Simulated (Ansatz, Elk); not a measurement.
**How far do independent atoms describe TiMnAg2S4?**

Structure refinements treat a crystal as free atoms side by side. For a made-up structure of TiMnAg2S4 (cell and positions from a PBEsol relaxation) the runs below show what the calculated density changes in F(hkl).

Program: Elk 11.2.3 (patched build). Level of theory: DFT, PBE, all-electron APW+lo, Dirac cores, scalar-relativistic bands, static density, ferromagnetic start. Results are calculated unless marked as measured.

The structure was built from a prototype and need not be the compound's stable phase.

### 1. The structure

The structure is tetragonal, space group I-42m (No. 121). Conventional cell: a = 5.500 Å, b = 5.500 Å, c = 11.232 Å, α = 90.00°, β = 90.00°, γ = 90.00°. Ag has 4 S at 2.49 Å nearest. Nearest to Mn lie 4 S at 2.35 Å. Nearest to Ti lie 4 S at 2.28 Å. Nearest to S lie 1 Ti at 2.28 Å and 1 Mn at 2.35 Å and 2 Ag at 2.49 Å. Farther neighbours and most contacts between anions are not listed.

### 2. Ground state and structure factors

An all-electron density is needed, since X-rays see the cores too. Task 0 finds the density and task 195 Fourier-transforms it; tshift is off so that phases refer to the origin typed.

elk.in reads:

```
tasks
  0
  195
  196

xctype
  20

spinpol
  .true.

rgkmax
  7.0

gmaxvr
  14.0

lmaxo
  7

lmaxapw
  8

swidth
  0.002

tshift
  .false.

ramdisk
  .false.

hmaxvr
  5.5

maxscl
  120

epspot
  1e-06

reducebf
  0.8

sppath
  './'

avec
  -5.19666063735 5.19666063735 10.61310395293
  5.19666063735 -5.19666063735 10.61310395293
  5.19666063735 5.19666063735 -10.61310395293

atoms
  4
  'Ag.in'
  2
  0.7500000000 0.2500000000 0.5000000000   0.000000 0.000000 0.000000
  0.2500000000 0.7500000000 0.5000000000   0.000000 0.000000 0.000000
  'Mn.in'
  1
  0.0000000000 0.0000000000 0.0000000000   0.000000 0.000000 -0.190000
  'Ti.in'
  1
  0.5000000000 0.5000000000 0.0000000000   0.000000 0.000000 0.000000
  'S.in'
  4
  0.1433867094 0.1433867094 0.5110455299   0.000000 0.000000 0.000000
  0.6323411795 0.6323411795 0.4889544701   0.000000 0.000000 0.000000
  0.3676588205 0.8566132906 0.0000000000   0.000000 0.000000 0.000000
  0.8566132906 0.3676588205 0.0000000000   0.000000 0.000000 0.000000

ngridk
  5 5 5
```

The run is started by

```console
> OMP_NUM_THREADS=4 elk
```

Numbers of over 12 decimals in the logs are rounded to 6 here.

What it wrote:

```text
┌─────────────────────────┐
│ Elk code version 11.2.3 │
└─────────────────────────┘

All units are atomic (Hartree, Bohr, etc.)

┌─────────────────────────────────────────────────┐
│ Ground-state run starting from atomic densities │
└─────────────────────────────────────────────────┘

Lattice vectors :
  -5.196660637       5.196660637       10.61310395
   5.196660637      -5.196660637       10.61310395
   5.196660637       5.196660637      -10.61310395

Reciprocal lattice vectors :
  0.5688750096E-17  0.6045406604      0.2960107305
  0.6045406604      0.5688750096E-17  0.2960107305
  0.6045406604      0.6045406604     -0.5014454426E-17

Unit cell volume      :    1146.439451
Brillouin zone volume :   0.2163657341

Muffin-tin inner radius fraction :   0.1000000000E-01

Nuclei treated as point charges

Species : 1 (Ag)
 parameters loaded from : Ag.in
 name : silver
 nuclear charge    :   -47.00000000
 electronic charge :    47.00000000
 atomic mass :    196631.6998
 muffin-tin radius :    2.600000000
 number of radial points in muffin-tin :   1193
 inner part over the whole radius :   0.9869554211E-02
 number on inner part of muffin-tin    :    849
 approximate nuclear radius :   0.8648227117E-04
 number of mesh points to nuclear radius :    425
 atomic positions (lattice), magnetic fields (Cartesian) :
  1 :   0.75000000  0.25000000  0.50000000    0.00000000  0.00000000  0.00000000
  2 :   0.25000000  0.75000000  0.50000000    0.00000000  0.00000000  0.00000000

Species : 2 (Mn)
 parameters loaded from : Mn.in
 name : manganese
 nuclear charge    :   -25.00000000
 electronic charge :    25.00000000
 atomic mass :    100145.9370
 muffin-tin radius :    2.377817897
 number of radial points in muffin-tin :    993
 inner part over the whole radius :   0.9981059934E-02
 number on inner part of muffin-tin    :    700
 approximate nuclear radius :   0.7074591925E-04
 number of mesh points to nuclear radius :    330
 atomic positions (lattice), magnetic fields (Cartesian) :
  1 :   0.00000000  0.00000000  0.00000000    0.00000000  0.00000000 -0.19000000

Species : 3 (Ti)
 parameters loaded from : Ti.in
 name : titanium
 nuclear charge    :   -22.00000000
 electronic charge :    22.00000000
 atomic mass :    87256.20317
 muffin-tin radius :    2.222730817
 number of radial points in muffin-tin :    993
 inner part over the whole radius :   0.9901782553E-02
 number on inner part of muffin-tin    :    697
 approximate nuclear radius :   0.6805665174E-04
 number of mesh points to nuclear radius :    326
 atomic positions (lattice), magnetic fields (Cartesian) :
  1 :   0.50000000  0.50000000  0.00000000    0.00000000  0.00000000  0.00000000

Species : 4 (S)
 parameters loaded from : S.in
 name : sulphur
 nuclear charge    :   -16.00000000
 electronic charge :    16.00000000
 atomic mass :    58450.91931
 muffin-tin radius :    2.018671538
 number of radial points in muffin-tin :    793
 inner part over the whole radius :   0.9957557701E-02
 number on inner part of muffin-tin    :    553
 approximate nuclear radius :   0.6195814986E-04
 number of mesh points to nuclear radius :    252
 atomic positions (lattice), magnetic fields (Cartesian) :
  1 :   0.14338671  0.14338671  0.51104553    0.00000000  0.00000000  0.00000000
  2 :   0.63234118  0.63234118  0.48895447    0.00000000  0.00000000  0.00000000
  3 :   0.36765882  0.85661329  0.00000000    0.00000000  0.00000000  0.00000000
  4 :   0.85661329  0.36765882  0.00000000    0.00000000  0.00000000  0.00000000

Total number of atoms per unit cell :    8
Total muffin-tin volume :    387.3890584
 ratio of muffin-tin to unit cell volume :   0.3379062523

Spin treatment :
 spin-polarised
 global magnetic field (Cartesian) :    0.000000000       0.000000000       0.000000000
 collinear magnetisation in z-direction

Number of Bravais lattice symmetries :   16
Number of crystal symmetries         :    8
Crystal has no inversion symmetry
Complex Hermitian eigensolver will be used

[...]
Energies :
 Fermi                       :     0.175077
 sum of occupied eigenvalues :     -8443.6946897009
 electron kinetic            :      14765.858881953
 core electron kinetic       :      14131.442334760
 Coulomb                     :     -28513.696277928
 Coulomb potential           :     -22564.174820368
 nuclear-nuclear             :     -1560.8926903832
 electron-nuclear            :     -31375.480077379
 Hartree                     :      4422.6764898339
 Madelung                    :     -17231.608867744
 xc potential                :     -645.06062959629
 xc effective B-field        :    -0.318095
 external B-field            :      0.000000
 exchange                    :     -486.59141869908
 correlation                 :     -9.610279
 electron entropic           :    -0.75003302751406E-05
 total energy                :     -14244.039100930
 (external B-field energy excluded from total)

Density of states at Fermi energy :   0.2451868841
 (states/Hartree/unit cell)

Estimated indirect band gap :   0.2006691189E-01
 from k-point 15 to k-point 1
Estimated direct band gap   :   0.2904535036E-01
 at k-point 15

Charges :
 core                        :    116.0000000
 valence                     :    89.00000000
 interstitial                :    13.19476973
 muffin-tins (core leakage)
  species : 1 (Ag)
[...]
species : 2 (Mn)
[...]
species : 3 (Ti)
[...]
species : 4 (S)
[...]
total in muffin-tins        :    191.8052303
 total calculated charge     :    204.9982144
 total charge                :    205.0000000
 error                       :   0.1785562422E-02

Moments :
 interstitial                :   0.4933578833
 muffin-tins
  species : 1 (Ag)
[...]
species : 2 (Mn)
[...]
species : 3 (Ti)
[...]
species : 4 (S)
[...]
total in muffin-tins        :    4.506319358
 total moment                :    4.999677242

RMS change in Kohn-Sham potential (target) :   0.5272130892E-06 (  0.1000000000E-05)
Absolute change in total energy (target)   :   0.2014670827E-05 (  0.1000000000E-03)

Convergence targets achieved

┌──────────────────┐
│ Loop number : 23 │
└──────────────────┘

Energies :
 Fermi                       :     0.175077
 sum of occupied eigenvalues :     -8443.6946995174
 electron kinetic            :      14765.858880492
 core electron kinetic       :      14131.442333154
 Coulomb                     :     -28513.696286262
 Coulomb potential           :     -22564.174821573
 nuclear-nuclear             :     -1560.8926903832
 electron-nuclear            :     -31375.480093590
 Hartree                     :      4422.6764977113
 Madelung                    :     -17231.608875475
 xc potential                :     -645.06064472807
 xc effective B-field        :    -0.318093
 external B-field            :      0.000000
 exchange                    :     -486.59141828890
 correlation                 :     -9.610279
 electron entropic           :    -0.75013300894947E-05
 total energy                :     -14244.039110447
 (external B-field energy excluded from total)

Density of states at Fermi energy :   0.2452248188
 (states/Hartree/unit cell)

Estimated indirect band gap :   0.2006637799E-01
 from k-point 15 to k-point 1
Estimated direct band gap   :   0.2904471004E-01
 at k-point 15

Charges :
 core                        :    116.0000000
 valence                     :    89.00000000
 interstitial                :    13.19476938
 muffin-tins (core leakage)
  species : 1 (Ag)
[...]
species : 2 (Mn)
[...]
species : 3 (Ti)
[...]
species : 4 (S)
[...]
atom 2                    :    14.02459172     (  0.2359276319E-03)
   atom 3                    :    14.02459172     (  0.2359276319E-03)
   atom 4                    :    14.02459172     (  0.2359276319E-03)
 total in muffin-tins        :    191.8052306
 total calculated charge     :    204.9982144
 total charge                :    205.0000000
 error                       :   0.1785562387E-02

Moments :
 interstitial                :   0.4933584364
 muffin-tins
  species : 1 (Ag)
[...]
species : 2 (Mn)
[...]
species : 3 (Ti)
[...]
species : 4 (S)
[...]
atom 2                    :   0.2423513247E-01
   atom 3                    :   0.2423513247E-01
   atom 4                    :   0.2423513247E-01
 total in muffin-tins        :    4.506318744
 total moment                :    4.999677180

┌──────────────────────────────┐
│ Self-consistent loop stopped │
└──────────────────────────────┘

Warning : core states of species 4 leak from the muffin-tin :   0.2359276319E-03

Wrote STATE.OUT
```

It took 10 min on 4 threads of AMD EPYC 9R14 (Zen 4), shared host; peak memory 0.76 GiB; 36 min of CPU time.

SFACRHO.OUT:

```text

h k l indices transformed by vhmat matrix:
   1.000000000       0.000000000       0.000000000    
   0.000000000       1.000000000       0.000000000    
   0.000000000       0.000000000       1.000000000    

      h      k      l  multipl.   |H|            Re(F)            Im(F)           |F|

      0      0      0      1   0.0000000       205.00000      0.34658717E-15   205.00000    
      1      1     -1      2  0.59202146      -36.387361      0.23865065E-13   36.387361    
      0      1     -1      8  0.67312091       1.6481497      -0.0000000       1.6481497    
      0      0      1      4  0.85494960      -44.539992      0.62092898E-13   44.539992    
      2      0     -1      4   1.0399174       119.31410      -49.612970       129.21804    
      0     -2      1      4   1.0399174       119.31410       49.612970       129.21804    
      2      1     -1      8   1.0742768       4.0757308      0.48724508E-13   4.0757308    
     -2     -2      2      2   1.1840429       70.245765      0.79053028E-13   70.245765    
     -1      1     -1      4   1.2090813       67.491295      0.25480929E-13   67.491295    
      0     -2      2      8   1.3462418      -48.145574      0.17898799E-13   48.145574    
      0      1     -2      8   1.3838242       4.2344898      -2.0399532       4.7002461    
     -1      2     -1      8   1.3838242       4.2344898       2.0399532       4.7002461    
     -2     -2      3      4   1.4604439      -39.980029      -13.848095       42.310430    
     -3     -1      2      4   1.4604439      -39.980029       13.848095       42.310430    
     -2     -3      3      8   1.5987583       4.2440862     -0.56679530E-13   4.2440862    
      0     -3      2      8   1.6173893       2.1561791      -2.5249483       3.3203120    
      0      3     -2      8   1.6173893       2.1561791       2.5249483       3.3203120    
      3      1     -3      8   1.6922870       138.32810     -0.99934960E-13   138.32810
```

Elk indexes on the primitive cell of elk.in and gives |H| = 4π sin θ/λ in inverse bohr. Below, one row stands for each form hkl of the conventional cell (m members, Friedel mates merged), F is for one primitive cell and the density is static (no thermal factor). Free-atom factors are Waasmaier and Kirfel's, and R is Σm||F|−|F'||/Σm|F|.

```
hkl   m  sin θ/λ (Å⁻¹)  abs F, DFT  neutral atoms   diff.  abs of complex diff.
002   2          0.089      36.387         36.861  -0.474                 0.474
101   8          0.101       1.648          1.708  -0.060                 0.060
110   4          0.129      44.540         44.827  -0.287                 0.287
112   8          0.156     129.218        129.110  +0.108                 0.819
103   8          0.162       4.076          3.967  +0.108                 0.108
004   2          0.178      70.246         70.986  -0.740                 0.740
200   4          0.182      67.491         68.402  -0.911                 0.911
202   8          0.202      48.146         48.201  -0.056                 0.056
211  16          0.208       4.700          4.537  +0.163                 0.164
114   8          0.220      42.310         42.381  -0.071                 0.435
105   8          0.240       4.244          4.138  +0.107                 0.107
213  16          0.243       3.320          3.183  +0.137                 0.145
204   8          0.255     138.328        138.746  -0.418                 0.418
220   4          0.257     139.516        140.012  -0.496                 0.496
```

### 3. The magnetisation density

The same run holds the spin density, and task 196 transforms it. The order is that of the start, and no other was tried.

SFACMAG_1.OUT:

```text

h k l indices transformed by vhmat matrix:
   1.000000000       0.000000000       0.000000000    
   0.000000000       1.000000000       0.000000000    
   0.000000000       0.000000000       1.000000000    

      h      k      l  multipl.   |H|            Re(F)            Im(F)           |F|

      0      0      0      1   0.0000000       4.9996774      0.64909578E-17   4.9996774    
      1      1     -1      2  0.59202146       4.0634632     -0.12672489E-15   4.0634632    
      0      1     -1      8  0.67312091       3.4703324      0.39813951E-16   3.4703324    
      0      0      1      4  0.85494960       3.7290001     -0.14760357E-16   3.7290001    
      2      0     -1      4   1.0399174       3.4208017     -0.17320541E-02   3.4208021    
      0     -2      1      4   1.0399174       3.4208017      0.17320541E-02   3.4208021    
      2      1     -1      8   1.0742768       2.9833231      0.28525240E-15   2.9833231    
     -2     -2      2      2   1.1840429       2.9930556      0.21284684E-15   2.9930556    
     -1      1     -1      4   1.2090813       3.0843604     -0.15051616E-16   3.0843604    
      0     -2      2      8   1.3462418       2.7978375      0.87396479E-16   2.7978375    
      0      1     -2      8   1.3838242       2.5100100     -0.70252222E-01   2.5109929    
     -1      2     -1      8   1.3838242       2.5100100      0.70252222E-01   2.5109929    
     -2     -2      3      4   1.4604439       2.5190167      0.11196865       2.5215039    
     -3     -1      2      4   1.4604439       2.5190167     -0.11196865       2.5215039    
     -2     -3      3      8   1.5987583       2.1546444     -0.20246851E-15   2.1546444    
      0     -3      2      8   1.6173893       2.1061684     -0.10756080       2.1089131
```

The total moment is 5.00 μB a cell; sphere moments: Ag1 +0.04, Ag2 +0.04, Mn3 +4.08, Ti4 +0.26, S5 +0.02, S6 +0.02, S7 +0.02, S8 +0.02 μB. Polarised neutrons measure spin and orbital magnetisation together; without spin-orbit coupling the run gives the spin part:

```
hkl  sin θ/λ (Å⁻¹)  abs F_M (μB)
002          0.089         4.064
101          0.101         3.470
110          0.129         3.729
112          0.156         3.421
103          0.162         2.983
004          0.178         2.993
200          0.182         3.084
202          0.202         2.798
211          0.208         2.511
114          0.220         2.521
105          0.240         2.155
213          0.243         2.109
204          0.255         2.193
220          0.257         2.202
```

### 4. The highest occupied states alone

An energy window below the Fermi level keeps the highest occupied states, to see at which angles they scatter; shallow core shells can lie inside it and anion s states outside. No new self-consistency is needed.

elk.in: that of step 2 with these lines changed.

```diff
@@ -1,5 +1,3 @@
 tasks
-  0
   195
-  196
 
@@ -44,2 +42,5 @@
 
+wsfac
+  -0.265920 0.475080
+
 sppath
```

The run is started by

```console
> OMP_NUM_THREADS=4 elk
```

What it wrote:

```text
┌─────────────────────────────────┐
│ Elk code version 11.2.3 started │
└─────────────────────────────────┘

Info(readinput): the functional depends on the density's gradient
 muffin-tin radial points multiplied by    2.00000
 (not where nrmtscf is given)

┌────────────────────┐
│ Current task : 195 │
└────────────────────┘
Info(checkmt): changed muffin-tin radius of species 2 (Mn) from   2.4000 to   2.3778
Info(checkmt): changed muffin-tin radius of species 3 (Ti) from   2.4000 to   2.2227
Info(checkmt): changed muffin-tin radius of species 4 (S) from   2.2000 to   2.0187

Info(sfacrho): density structure factors written to SFACRHO.OUT

 Energy window :  -0.2659200000      0.4750800000

┌──────────────────┐
│ Elk code stopped │
└──────────────────┘
```

Run time: 22 s. Hardware: 4 threads; peak memory 0.44 GiB.

States within 12 eV below the Fermi level hold 49.01 electrons; any levels below the window count with the cores. Their amplitudes can exceed the total, where window and core parts have opposite phase:

```
hkl  sin θ/λ (Å⁻¹)  abs F, window  abs F, all
002          0.089          7.979      36.387
101          0.101          2.594       1.648
110          0.129          9.042      44.540
112          0.156         19.786     129.218
103          0.162          2.780       4.076
004          0.178         10.467      70.246
200          0.182          9.926      67.491
202          0.202          6.808      48.146
211          0.208          2.418       4.700
114          0.220          5.460      42.310
```

[end of part 1 of 2]

[Logs are printed without paths, hosts, clocks, repeated set-up lines and the standing remarks that a program may print on its own settings, such as how far it seeks lower states.]

[Hosts, paths, dates, database ids (printed as entryN), source tags and the programs' standing remarks are cut or masked in the printed files.]
